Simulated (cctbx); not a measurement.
# What is wrong with this refinement?

Cell a = 16.8580 Å, b = 4.2460 Å, c = 6.6070 Å, α = 90.00°, β = 90.00°, γ = 90.00°; space group Pnma (no. 62). The compound is In2Ga2IrRu2.

Simulated single-crystal data (cctbx): Cu Kα, λ = 1.54184 Å, to d = 0.8 Å, 95 % of the full sphere, strongest reflection 40000 counts, noise from counting, a 4 % proportional error and a noise floor of 8 counts (s.d.); no absorption.

An anisotropic refinement with weights 1/σ² prints:

```text
Rint 0.038, 551 unique reflections to 0.80 A
cycle     R1     wR2    GooF  max shift (A)
   1  0.0739  0.1870   6.138   0.00312
   2  0.0248  0.0700   2.296   0.00001
final R1 0.0248 wR2 0.0700 GooF 2.296  parameters 42  data/parameter 13.1
atom        x        y        z      Ueq    occ   su(xyz)  su(Uiso or U11)
Ir1    0.35722  0.25000  0.95951   0.0139  1.000  0.00011  0.0004
In1    0.46840  0.75000  0.14290   0.0038  1.000  0.00016  0.0005
In2    0.69068  0.25000  0.73813   0.0122  1.000  0.00017  0.0006
Ru1    0.77545  0.25000  0.04632   0.0089  1.000  0.00019  0.0006
Ru2    0.96125  0.75000  0.74074   0.0072  1.000  0.00020  0.0006
Ga1    0.68977  0.25000  0.34084   0.0149  1.000  0.00029  0.0009
Ga2    0.06560  0.75000  0.99128   0.0140  1.000  0.00030  0.0009
difference map: max 2.47 min -2.73 rms 0.51
Q1    0.0366  0.2500  0.2209    4    2.47  0.26 A from Ru2
Q2    0.0300  0.2500  0.5652    4    1.95  0.51 A from In1
Q3    0.1921  0.7500  0.9224    4    1.94  0.58 A from Ru1
Q4    0.2443  0.6718  0.9126    8    1.89  0.54 A from Ru1
Q5    0.0373  0.2500  0.7072    4    1.87  0.44 A from In1
Q6    0.1902  0.2500  0.7011    4    1.64  0.40 A from In2
```

**Question.** Can this result stand? If not, what is the likely fault?

Mend it. The fault: dispersion terms of the wrong wavelength (0.71073 Å). Against the right model at the same level, R1 goes from 0.0126 to 0.0248 and GooF from 0.93 to 2.30, U of In1 shrinks from 0.0070 to 0.0038 Å², U of Ga2 swells from 0.0084 to 0.0140 Å², U of Ru2 shrinks from 0.0112 to 0.0072 Å², U of Ga1 swells from 0.0096 to 0.0149 Å² and a hole of -2.7 e/Å³ opens. f′ and f″ must be those of the data's wavelength; the error mimics a mistyped heavy atom. The signs are weak, and the output alone doesn't single this fault out.

The compound is In2Ga2IrRu2. The right model at the same level gives:

```text
Rint 0.038, 551 unique reflections to 0.80 A
cycle     R1     wR2    GooF  max shift (A)
   1  0.0306  0.0785   2.577   0.00408
   2  0.0126  0.0284   0.932   0.00000
final R1 0.0126 wR2 0.0284 GooF 0.932  parameters 42  data/parameter 13.1
atom        x        y        z      Ueq    occ   su(xyz)  su(Uiso or U11)
Ir1    0.35724  0.25000  0.95948   0.0103  1.000  0.00004  0.0001
In1    0.46838  0.75000  0.14284   0.0070  1.000  0.00006  0.0002
In2    0.69072  0.25000  0.73826   0.0153  1.000  0.00007  0.0002
Ru1    0.77546  0.25000  0.04635   0.0132  1.000  0.00008  0.0003
Ru2    0.96129  0.75000  0.74071   0.0112  1.000  0.00008  0.0002
Ga1    0.68988  0.25000  0.34107   0.0096  1.000  0.00012  0.0004
Ga2    0.06556  0.75000  0.99180   0.0084  1.000  0.00012  0.0004
difference map: max 1.16 min -1.05 rms 0.27
Q1    0.2442  0.7500  0.5385    4    1.22  1.37 A from Ga1
Q2    0.0986  0.7500  0.7248    4    1.13  1.85 A from Ga2
Q3    0.1424  0.7500  0.2272    4    1.01  1.53 A from Ir1
Q4    0.0118  0.2500  0.4555    4    0.99  1.28 A from In1
Q5    0.2124  0.7500  0.1883    4    0.97  1.56 A from Ru1
Q6    0.2471  0.1214  0.4174    8    0.92  0.76 A from Ru1
```

The model was made for the exercise: a known structure type with other elements put in, its volume estimated, not relaxed; displacement parameters are assumed.

[Middle refinement cycles are left out of these outputs.]

[Logs are printed without paths, hosts, clocks, repeated set-up lines and the standing remarks that a program may print on its own settings, such as how far it seeks lower states.]
